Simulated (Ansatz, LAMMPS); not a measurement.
**What do other settings change for glassy 67P2O5-33MgO (mol %) (80 atoms)?**

Density of this cell: 2.44 g/cm³. The cell holds 80 atoms: 20 P, 5 Mg and 55 O. Cell: a = 10.335 Å, b = 10.335 Å, c = 10.335 Å, α = 90.0°, β = 90.0°, γ = 90.0°. 80 atoms (20 P, 5 Mg, 55 O) placed at random at 2.44 g/cm³, melted at 4000 K for 10 ps at fixed volume with the Morse and Coulomb pair potential with partial charges (Pedone, Malavasi, Menziani, Cormack and Segre, J. Phys. Chem. B 110, 11780 (2006)). Quenched from 4000 K to 300 K at 25 K/ps and fixed volume, held 5 ps.

Geometry: as built.

Reference run: Kohn-Sham DFT, PBE, PAW (set soft_2), plane waves (Ansatz 0.2.0), cutoff 420 eV, Γ point, fixed occupations.

| Property | Result |
| --- | --- |
| r.m.s. force component | 1.336 eV/Å |
| pressure | -0.4414 GPa |
| gap (highest filled to lowest empty level) | 2.028 eV |
| SCF cycles | 10 |
| time | 15 s on 4 threads of Arm Neoverse V2, shared host |

Variants, in no order:
A. support functions medium, spacing 0.275 Å
B. support functions medium
C. support functions medium, spacing 0.33 Å

Q: Order the variants from the smallest to the largest r.m.s. change of the forces.

B, A, C.

| variant | Δ force, r.m.s. (meV/Å) | share of r.m.s. force (%) |
| --- | --- | --- |
| B. support functions medium | 0.81 | 0.0606 |
| A. support functions medium, spacing 0.275 Å | 2.11 | 0.158 |
| C. support functions medium, spacing 0.33 Å | 37.6 | 2.82 |

[Hosts, paths, dates, database ids (printed as entryN), source tags and the programs' standing remarks are cut or masked in the printed files.]
